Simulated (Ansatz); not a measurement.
# Cl on Nb(110): change of the work function, part 2 of 5

Aim: the work function of Nb(110) at several coverages of Cl (longbridge site), and the dipole that each adsorbate carries.

Ansatz 0.2.0; plane-wave DFT, r2SCAN, Ansatz PAW.

So far, work function, upper face (eV): step 2 (the clean slab) 4.56.

## (3) Adsorbate added, k-mesh 6×6×1, coverage 0.25 ML

System of this step: Cl/Nb(110). The cell holds 17 atoms: 16 Nb and 1 Cl. Its edges and angles: a = 5.716 Å, b = 5.716 Å, c = 27.159 Å, α = 90.0°, β = 90.0°, γ = 70.5°. Vacuum lies along c.

The clean slab as it ended is repeated in the plane and the adsorbate is set on one face; the cell's size fixes the coverage, and the k-mesh shrinks with it to keep the sampling density about even. Adsorbate and upper layers relax, since the dipole depends on the height.

The input, input.yaml:

```yaml
crystal:
  lattice:
    - [4.6669047558, -3.3, 0.0]
    - [4.6669047558, 3.3, 0.0]
    - [0.0, 0.0, 27.1589795112]
  atoms:
    - { symbol: Nb, position: [0.0, 0.0, 0.3313821124] }
    - { symbol: Nb, position: [0.25, 0.25, 0.4173003766] }
    - { symbol: Nb, position: [0.0, 0.0, 0.503783282] }
    - { symbol: Nb, position: [0.25, 0.25, 0.58564278] }
    - { symbol: Nb, position: [0.0, 0.5, 0.3313821124] }
    - { symbol: Nb, position: [0.25, 0.75, 0.4173003766] }
    - { symbol: Nb, position: [0.0, 0.5, 0.503783282] }
    - { symbol: Nb, position: [0.25, 0.75, 0.58564278] }
    - { symbol: Nb, position: [0.5, 0.0, 0.3313821124] }
    - { symbol: Nb, position: [0.75, 0.25, 0.4173003766] }
    - { symbol: Nb, position: [0.5, 0.0, 0.503783282] }
    - { symbol: Nb, position: [0.75, 0.25, 0.58564278] }
    - { symbol: Nb, position: [0.5, 0.5, 0.3313821124] }
    - { symbol: Nb, position: [0.75, 0.75, 0.4173003766] }
    - { symbol: Nb, position: [0.5, 0.5, 0.503783282] }
    - { symbol: Nb, position: [0.75, 0.75, 0.58564278] }
    - { symbol: Cl, position: [0.0, 0.0, 0.6686178876] }
kpoints:
  mp_grid: { grid: [6, 6, 1] }
hamiltonian:
  xc: r2scan
scf:
  occupations: { method: fermi_dirac, width: 0.1 }
  convergence: { dr2_threshold: 1.0e-08 }
efield:
  axis: 3
  dipole_correction: true
  ramp_position: 0.97
  ramp_width: 0.06
relax:
  f_tol: 0.02
  max_steps: 60
  constraints: [{ sites: [0, 1, 4, 5, 8, 9, 12, 13] }]
output:
  bader: true
  dos: { projected: true, e_range: [-8, 4] }
  write_potential: true
  write_density: true
  volumetric_format: npy
  elf: true
```

The run is started by

```sh
$ ansatz run input.yaml --threads 4 --pin off --max-ram 12288MiB --backend cpu --events-out ev --progress --plain --runs-dir out
```

Numbers of over 12 decimals in the logs are rounded to 6 here.

The log of the run:

```text
[...]
Crystal: 17 atoms, lattice volume = 836.539 Å³
Basis set: ecut = 500 eV, 21199 PW (Γ), exchange–correlation on 180×180×800 points (64 copies of the dense FFT grid, shifted against one another)
Bands: 129, of which v1, the nominal top of the filled ones, is band 108 counted from 1 (107 counted from 0)
Symmetry: 4 space group operations
[...]
k-points: 13 of 36
[...]
SCF iter   1: F=—  HF=-74097.056544 eV  |F-HF|=—  |Δ(HF+E_count)|=         —  Δρ=1.23e-2  dr2=2.14e1  dr2_τ=3.50e-1  ethr=1.77e-3  p=-0.041 e·Å  D=-8.81e-3 V/Å  ΔV_dip=0.24 eV  dr2_dipole=2.54e0  V_vac-E_F(+/−)=4.98/4.74 eV  ⟨swp⟩=9.5  Hψ=8244  notcnv=0
[...]
SCF iter  10: F=-74096.454131 eV  HF=-74096.454131 eV  |F-HF|=6.98e-10  |Δ(HF+E_count)|=   1.12e-8  Δρ=5.55e-7  dr2=8.72e-9  dr2_τ=3.20e-10  ethr=4.65e-12  p=-0.041 e·Å  D=-8.84e-3 V/Å  ΔV_dip=0.24 eV  dr2_dipole=2.96e-10  V_vac-E_F(+/−)=4.85/4.61 eV  ⟨swp⟩=14.1  Hψ=12980  notcnv=0
SCF 1 converged in 10 iterations: F = -74096.454131 eV  dr2 = 8.72e-9
[...]
relax step   1: F+E_penalty+E_count = -74096.45413109 eV  Δ(F+E_penalty+E_count) = +0.000e0 eV  max|allowed force component| = 1.785e0 eV/Å  Δτ_max = 0.0000 Å  (10 SCF iters, accepted)
[...]
SCF iter  10: F=-74096.925100 eV  HF=-74096.925100 eV  |F-HF|=7.57e-10  |Δ(HF+E_count)|=   1.89e-8  Δρ=5.24e-7  dr2=5.23e-9  dr2_τ=3.04e-10  ethr=4.65e-12  p=0.021 e·Å  D=4.51e-3 V/Å  ΔV_dip=-0.12 eV  dr2_dipole=4.41e-11  V_vac-E_F(+/−)=4.49/4.61 eV  ⟨swp⟩=11.6  Hψ=12677  notcnv=0
SCF 2 converged in 10 iterations: F = -74096.925100 eV  dr2 = 5.23e-9
relax step   2: F+E_penalty+E_count = -74096.92510011 eV  Δ(F+E_penalty+E_count) = -4.710e-1 eV  max|allowed force component| = 9.340e-1 eV/Å  Δτ_max = 0.1948 Å  (10 SCF iters, accepted)
SCF iter   1: F=—  HF=-74096.731950 eV  |F-HF|=—  |Δ(HF+E_count)|=         —  Δρ=2.97e-3  dr2=2.03e-1  dr2_τ=6.75e-1  ethr=2.38e-3  p=0.021 e·Å  D=4.51e-3 V/Å  ΔV_dip=-0.12 eV  dr2_dipole=4.51e-3  V_vac-E_F(+/−)=4.49/4.62 eV  ⟨swp⟩=3.9  Hψ=3177  notcnv=0  defer=1
[...]
SCF iter   9: F=-74096.996170 eV  HF=-74096.996170 eV  |F-HF|=3.52e-9  |Δ(HF+E_count)|=   1.32e-8  Δρ=4.18e-7  dr2=1.97e-9  dr2_τ=1.45e-10  ethr=4.65e-12  p=0.055 e·Å  D=1.18e-2 V/Å  ΔV_dip=-0.32 eV  dr2_dipole=8.07e-12  V_vac-E_F(+/−)=4.29/4.61 eV  ⟨swp⟩=11.0  Hψ=12274  notcnv=0
SCF 3 converged in 9 iterations: F = -74096.996170 eV  dr2 = 1.97e-9
[...]
relax step   3: F+E_penalty+E_count = -74096.99616995 eV  Δ(F+E_penalty+E_count) = -7.107e-2 eV  max|allowed force component| = 3.515e-1 eV/Å  Δτ_max = 0.1981 Å  (9 SCF iters, accepted)
[...]
relax step   4: F+E_penalty+E_count = -74097.00851568 eV  Δ(F+E_penalty+E_count) = -1.235e-2 eV  max|allowed force component| = 8.111e-2 eV/Å  Δτ_max = 0.0379 Å  (9 SCF iters, accepted)
[...]
relax step   5: F+E_penalty+E_count = -74097.00997436 eV  Δ(F+E_penalty+E_count) = -1.459e-3 eV  max|allowed force component| = 2.064e-2 eV/Å  Δτ_max = 0.0204 Å  (8 SCF iters, accepted)
SCF iter   1: F=—  HF=-74097.010673 eV  |F-HF|=—  |Δ(HF+E_count)|=         —  Δρ=9.96e-5  dr2=7.85e-4  dr2_τ=8.11e-4  ethr=8.38e-7  p=0.050 e·Å  D=1.08e-2 V/Å  ΔV_dip=-0.29 eV  dr2_dipole=1.45e-4  V_vac-E_F(+/−)=4.32/4.61 eV  ⟨swp⟩=2.0  Hψ=2643  notcnv=0
[...]
SCF iter   6: F=-74097.010024 eV  HF=-74097.010024 eV  |F-HF|=3.10e-9  |Δ(HF+E_count)|=   1.65e-8  Δρ=4.54e-7  dr2=2.85e-9  dr2_τ=2.16e-10  ethr=4.65e-12  p=0.050 e·Å  D=1.09e-2 V/Å  ΔV_dip=-0.29 eV  dr2_dipole=6.36e-10  V_vac-E_F(+/−)=4.32/4.61 eV  ⟨swp⟩=10.0  Hψ=11640  notcnv=0
SCF 6 converged in 6 iterations: F = -74097.010024 eV  dr2 = 2.85e-9
relax step   6: F+E_penalty+E_count = -74097.01002449 eV  Δ(F+E_penalty+E_count) = -5.013e-5 eV  max|allowed force component| = 2.334e-3 eV/Å  Δτ_max = 0.0034 Å  (6 SCF iters, accepted)
NSCF: frozen V_eff on 13 k-points
[...]
SCF iter   2: F=-74097.010024 eV  HF=-74097.010024 eV  |F-HF|=1.06e-9  |Δ(HF+E_count)|=   3.22e-9  Δρ=2.29e-7  dr2=1.37e-9  dr2_τ=4.38e-11  ethr=1.33e-12  p=0.050 e·Å  D=1.09e-2 V/Å  ΔV_dip=-0.29 eV  dr2_dipole=2.09e-11  V_vac-E_F(+/−)=4.32/4.61 eV  ⟨swp⟩=9.0  Hψ=10208  notcnv=0
SCF 7 converged in 2 iterations: F = -74097.010024 eV  dr2 = 1.37e-9
[...]
SCF converged after 2 iterations
Free energy (F): -74097.010024 eV
[...]
Internal energy: -74096.369596 eV  (E = F + TS)
E sigma→0 (E₀):  -74096.689810 eV
Entropy (-TS):   -0.640428 eV (-37.672 meV/atom)
Fermi energy:    3.614923 eV
Dipole field:    D = 0.010850 V/Å  (p = 0.050159 e·Å, saw-weighted, corrected)
Work function:   Φ+ = 4.3157 eV   Φ− = 4.6104 eV
[...]
--- Forces (eV/Å), atoms counted from 1 ---
  atom   1  Nb     0.00000000     0.00000000     0.45489137
  atom   2  Nb    -0.01514905     0.00000000    -0.26537231
  atom   3  Nb     0.00000000     0.00000000    -0.00233617
  atom   4  Nb     0.00111624     0.00000000    -0.00023390
  atom   5  Nb     0.00000000     0.00000000     0.32336716
  atom   6  Nb     0.00000000     0.07309476    -0.45745137
  atom   7  Nb    -0.00000000     0.00000000    -0.00123397
  atom   8  Nb     0.00000000    -0.00081365    -0.00005937
  atom   9  Nb     0.00000000     0.00000000     0.32336716
  atom  10  Nb     0.00000000    -0.07309476    -0.45745137
  atom  11  Nb     0.00000000     0.00000000    -0.00123397
  atom  12  Nb     0.00000000     0.00081365    -0.00005937
  atom  13  Nb     0.00000000     0.00000000     0.34975667
  atom  14  Nb     0.01514905     0.00000000    -0.26537231
  atom  15  Nb     0.00000000     0.00000000    -0.00126247
  atom  16  Nb    -0.00111624     0.00000000    -0.00023390
  atom  17  Cl     0.00000000     0.00000000     0.00087592
  max |Σ_I F_I| component: 4.22e-5 eV/Å
--- Band table (eV; the first three rows and the last of 13) ---
  k-point 0: bands = [... 104 lower, 3.8022, 3.8644, 3.8708, 4.0070, 4.3435, 4.3761, 5.2455, 5.2468, ... 17 higher]
  k-point 1: bands = [... 104 lower, 3.6130, 3.6862, 3.8051, 3.9601, 4.1028, 4.4553, 4.6408, 4.7991, ... 17 higher]
  k-point 2: bands = [... 104 lower, 3.3046, 3.3718, 3.4036, 3.4878, 3.7465, 3.8950, 3.9428, 3.9746, ... 17 higher]
  k-point 12: bands = [... 104 lower, 3.5401, 3.6497, 3.6673, 3.7916, 3.8052, 3.8244, 3.8304, 3.8565, ... 17 higher]
--- Relaxed structure (6 steps of the walk, 6 accepted, 0 SCFs on fresh bases) ---
  F+E_penalty+E_count = -74097.01002449 eV   max|allowed force component| = 2.334e-3 eV/Å
  atoms:
    - { symbol: Nb, position: [0.0, 0.0, 0.3313821124] }
    - { symbol: Nb, position: [0.25, 0.25, 0.417300] }
    - { symbol: Nb, position: [0.0, 0.0, 0.504686] }
    - { symbol: Nb, position: [0.255074, 0.255074, 0.586239] }
    - { symbol: Nb, position: [0.0, 0.5, 0.3313821124] }
    - { symbol: Nb, position: [0.25, 0.75, 0.417300] }
    - { symbol: Nb, position: [0.0, 0.5, 0.503915] }
    - { symbol: Nb, position: [0.265381, 0.734619, 0.587755] }
    - { symbol: Nb, position: [0.5, 0.0, 0.3313821124] }
    - { symbol: Nb, position: [0.75, 0.25, 0.417300] }
    - { symbol: Nb, position: [0.5, 0.0, 0.503915] }
    - { symbol: Nb, position: [0.734619, 0.265381, 0.587755] }
    - { symbol: Nb, position: [0.5, 0.5, 0.3313821124] }
    - { symbol: Nb, position: [0.75, 0.75, 0.417300] }
    - { symbol: Nb, position: [0.5, 0.5, 0.501035] }
    - { symbol: Nb, position: [0.744926, 0.744926, 0.586239] }
    - { symbol: Cl, position: [0.0, 0.0, 0.654859] }
--- Bader charges: 17 sites ---
  site symbol  charge [e]  shift [e]
     0     Nb     -0.0952     0.0000
     1     Nb      0.1089     0.0000
     2     Nb      0.1161     0.0000
     3     Nb      0.0170     0.0000
     4     Nb     -0.1108     0.0000
     5     Nb      0.0866     0.0000
     6     Nb      0.1223     0.0000
     7     Nb      0.1365     0.0002
     8     Nb     -0.1107     0.0000
     9     Nb      0.0866     0.0000
    10     Nb      0.1223     0.0000
    11     Nb      0.1365     0.0002
    12     Nb     -0.1056     0.0000
    13     Nb      0.1089     0.0000
    14     Nb      0.0983     0.0000
    15     Nb      0.0170     0.0000
    16     Cl     -0.7347     0.0003
  estimated error of the sums over rays = 7.9e-4 e
```

It took 9.7 min on 4 threads of Arm Neoverse V1, shared host; peak memory 5 GiB.

This run has no spin polarisation although its electron count is odd.

Step by step:

| step | energy less that of the first step (eV) | largest force component (eV/Å) |
| --- | --- | --- |
| 1 | 0.0000 | 1.7854 |
| 2 | -0.4710 | 0.9340 |
| 3 | -0.5420 | 0.3515 |
| 4 | -0.5544 | 0.0811 |
| 5 | -0.5558 | 0.0206 |
| 6 | -0.5559 | 0.0023 |

The run keeps the 4 symmetry operations that it works with, so distortions that break them were not tested.

The atoms that moved most (Å):

| atom | dx | dy | dz | length |
| --- | --- | --- | --- | --- |
| Cl17 | 0.000 | 0.000 | -0.374 | 0.374 |
| Nb8 | 0.000 | -0.102 | 0.057 | 0.117 |
| Nb12 | 0.000 | 0.102 | 0.057 | 0.117 |
| Nb15 | 0.000 | 0.000 | -0.075 | 0.075 |
| Nb16 | -0.047 | 0.000 | 0.016 | 0.050 |
| Nb4 | 0.047 | 0.000 | 0.016 | 0.050 |
| Nb3 | 0.000 | 0.000 | 0.025 | 0.025 |

The relaxed structure:

```cif
data_structure
_symmetry_space_group_name_H-M 'P 1'
_symmetry_Int_Tables_number 1
_cell_length_a 5.7158
_cell_length_b 5.7158
_cell_length_c 27.1590
_cell_angle_alpha 90.000
_cell_angle_beta 90.000
_cell_angle_gamma 70.529
_cell_volume 836.54
loop_
_atom_site_label
_atom_site_type_symbol
_atom_site_fract_x
_atom_site_fract_y
_atom_site_fract_z
_atom_site_occupancy
Nb1 Nb 0.00000 0.00000 0.33138 1
Nb2 Nb 0.25000 0.25000 0.41730 1
Nb3 Nb 0.00000 0.00000 0.50469 1
Nb4 Nb 0.25507 0.25507 0.58624 1
Nb5 Nb 0.00000 0.50000 0.33138 1
Nb6 Nb 0.25000 0.75000 0.41730 1
Nb7 Nb 0.00000 0.50000 0.50391 1
Nb8 Nb 0.26538 0.73462 0.58775 1
Nb9 Nb 0.50000 0.00000 0.33138 1
Nb10 Nb 0.75000 0.25000 0.41730 1
Nb11 Nb 0.50000 0.00000 0.50391 1
Nb12 Nb 0.73462 0.26538 0.58775 1
Nb13 Nb 0.50000 0.50000 0.33138 1
Nb14 Nb 0.75000 0.75000 0.41730 1
Nb15 Nb 0.50000 0.50000 0.50104 1
Nb16 Nb 0.74493 0.74493 0.58624 1
Cl17 Cl 0.00000 0.00000 0.65486 1
```

This step gave:

| Property | Result |
| --- | --- |
| energy at zero smearing | -74096.6898 eV |
| work function, upper face | 4.316 eV |
| work function, lower face | 4.610 eV |
| dipole along the normal | 0.05016 e·Å |
| step between the vacuum levels | -0.2947 eV |

Running mean over 2.333 Å of the planar mean; the ramp of the sawtooth is left out. The electron's electrostatic potential energy less the Fermi level by z:

| z (Å) | electron's electrostatic potential energy less the Fermi level (eV) |
| --- | --- |
| 4 | 4.61 |
| 5 | 4.59 |
| 6 | 4.42 |
| 7 | 2.83 |
| 8 | -5.88 |
| 9 | -11.0 |
| 10 | -10.9 |
| 11 | -10.9 |
| 12 | -10.9 |
| 13 | -10.8 |
| 14 | -11.0 |
| 15 | -11.6 |
| 16 | -11.3 |
| 17 | -6.99 |
| 18 | 0.862 |
| 19 | 3.22 |
| 20 | 4.26 |
| 21 | 4.31 |
| 22 | 4.32 |
| 23 | 4.32 |
| 24 | 4.32 |

The density of states has structure finer than the step of the table below, so its rows give means over 0.25 eV, whole bins alone (the curve runs from -8 to 1.71 eV). Peaks (eV: height): -6.050: 27.8, -5.860: 43.4, -1.590: 43.1, -1.440: 43.8, -1.380: 34.0, -1.200: 30.8, -0.480: 29.6.

Table of density of states by energy, zero at the Fermi level; means over each step:

| energy (eV) | density of states (states/eV a cell) |
| --- | --- |
| -6.75 | 0 |
| -6.50 | 0.421 |
| -6.25 | 6.58 |
| -6.00 | 10.6 |
| -5.75 | 7.41 |
| -5.50 | 0.972 |
| -5.25 | 0.986 |
| -5.00 | 1.07 |
| -4.75 | 1.20 |
| -4.50 | 2.41 |
| -4.25 | 2.57 |
| -4.00 | 3.24 |
| -3.75 | 4.78 |
| -3.50 | 16.0 |
| -3.25 | 15.6 |
| -3.00 | 17.4 |
| -2.75 | 23.0 |
| -2.50 | 22.2 |
| -2.25 | 15.2 |
| -2.00 | 13.1 |
| -1.75 | 14.9 |
| -1.50 | 33.8 |
| -1.25 | 25.1 |
| -1.00 | 21.3 |
| -0.75 | 22.5 |
| -0.50 | 26.2 |
| -0.25 | 23.4 |
| 0.00 | 19.9 |
| 0.25 | 17.4 |
| 0.50 | 9.96 |
| 0.75 | 11.1 |
| 1.00 | 10.9 |
| 1.25 | 12.8 |
| 1.50 | 12.8 |

Projected DOS per atom over height of the atomic layer and energy from the Fermi level. Layers: Nb4 Nb4 Nb4 Nb4 Cl from below.

Ten even steps from '_' (0.0 states/eV) to '@' (9.7 states/eV), each cell a mean:
```
..________
__________
__________
..____..__
........__
........__
........__
........__
__________
........__
........__
__....____
__________
__________
__________
__________
__________
________@@
________..
__________
__________
__________
```
Columns: height of the atomic layer (Å) from 9 to 17.8 (not evenly spaced); rows upwards: energy from the Fermi level (eV) from -7.96 to 1.65.

Electrostatic potential energy in the ca plane at fractional y = 0.000, with atoms of Nb and Cl within 0.2 Å of it. With pseudopotentials it is smooth inside the atoms' cores, unlike the true potential.

Ten even steps from '0' (-66 eV) to '9' (8 eV), each cell a mean:
```
00279999998610027999998422489999999999999999
33689999999753368999999755799999999999999999
77899999999987789999999999999999999999999999
89999999999998999999999999999999999999999999
77899999999987789999999999999999999999999999
23689999999743368999999999999999999999999999
00279999998510037999999999999999999999999999
00269999998500027999999999999999999999999999
01479999999620148999999999999999999999999999
56799999999875679999999999999999999999999999
88999999999998899999999999999999999999999999
88999999999998899999999999999999999999999999
56799999999875679999999877899999999999999999
01479999999730148999998633589999999999999999
00269999998500027999998311379999999999999999
```
Columns run along c (16.0 Å, from fractional 0.33 to 0.92 of the cell; values clipped at the 3rd and 97th percentile), rows up along a (5.7 Å). Atoms in or near the plane, at fractional coordinates: Nb at (0.33, 0.00), Nb at (0.50, 0.00), Nb at (0.33, 0.50), Nb at (0.50, 0.50), Cl at (0.65, 0.00).

Valence density in the ca plane at fractional y = 0.000, with atoms of Nb and Cl within 0.2 Å of it. It is the smooth field of the valence electrons, not physical close to the nuclei.

Ten steps, logarithmic in the rise over the least value, from '0' (0.0 e/Å³) to '9' (4.9 e/Å³), each cell a mean:
```
99854333334699985333335777753100000000000000
88643333333578864333334677642000000000000000
55433334333445543333333454421000000000000000
44333344333344433333332222110000000000000000
55433334333445543334332211000000000000000000
88643333333578864333332110000000000000000000
99864333334799985433332110000000000000000000
99964333334799985433332110000000000000000000
99754333334689975333332110000000000000000000
77543333333467654333332110000000000000000000
44433344333344443334332221100000000000000000
44433334333344443333333333210000000000000000
77543333333467654333334566531000000000000000
99754333334689975333335777752100000000000000
99964333334799996433346755763100000000000000
```
Columns run along c (16.0 Å, from fractional 0.33 to 0.92 of the cell), rows up along a (5.7 Å). Atoms in or near the plane, at fractional coordinates: Nb at (0.33, 0.00), Nb at (0.50, 0.00), Nb at (0.33, 0.50), Nb at (0.50, 0.50), Cl at (0.65, 0.00).

ELF in the ca plane at fractional y = 0.000, with atoms of Nb and Cl within 0.2 Å of it. It is the smooth field of the valence electrons, not physical close to the nuclei.

Ten even steps from '0' (0.00) to '9' (0.89), each cell a mean:
```
57733543442586673354238867998520000000000000
87424433343267742343126999997410000000000000
33235432355323323443213688874200000000000000
33355322355432235543221244431000000000000000
33235432344223323443332111000000000000000000
77424433343267742343344320000000000000000000
56733543442575673344445542000000000000000000
35743544442673583344455542000000000000000000
78634533442477862343345431000000000000000000
65334433343245522443333210000000000000000000
33345422355422234543322122210000000000000000
33345322355422234543212467653100000000000000
65324432344235522443215899986310000000000000
88634533442378862353237988998520000000000000
35743544442573583354248844998520000000000000
```
Columns run along c (16.0 Å, from fractional 0.33 to 0.92 of the cell), rows up along a (5.7 Å). Atoms in or near the plane, at fractional coordinates: Nb at (0.33, 0.00), Nb at (0.50, 0.00), Nb at (0.33, 0.50), Nb at (0.50, 0.50), Cl at (0.65, 0.00).

The relaxation took 6 steps and lowered the energy by 0.56 eV; the largest force on the free atoms ends at 0.0023 eV/Å.

By hand: a sheet of dipoles makes a step −p/(ε₀A) in the electron's potential. With e/ε₀ = 180.95 V·Å, p = 0.05016 e·Å and A = 30.80 Å², that is −180.95 × (0.05016) / 30.80 = -0.295 eV, and the two vacuum levels of the run differ by -0.295 eV.

The covered face has 4.32 eV, -0.24 eV against the clean one; the bare back face has moved by -0.01 eV, a measure of how thin the slab is.

(Continued in part 3 of 5.)

[Logs are printed without paths, hosts, clocks, repeated set-up lines and the standing remarks that a program may print on its own settings, such as how far it seeks lower states.]

[Hosts, paths, dates, database ids (printed as entryN), source tags and the programs' standing remarks are cut or masked in the printed files.]

[Maps of the electrostatic potential energy from Ansatz leave out the sawtooth potential of an applied field or a dipole correction, so their vacuum need not be flat; planar profiles and work functions include it.]
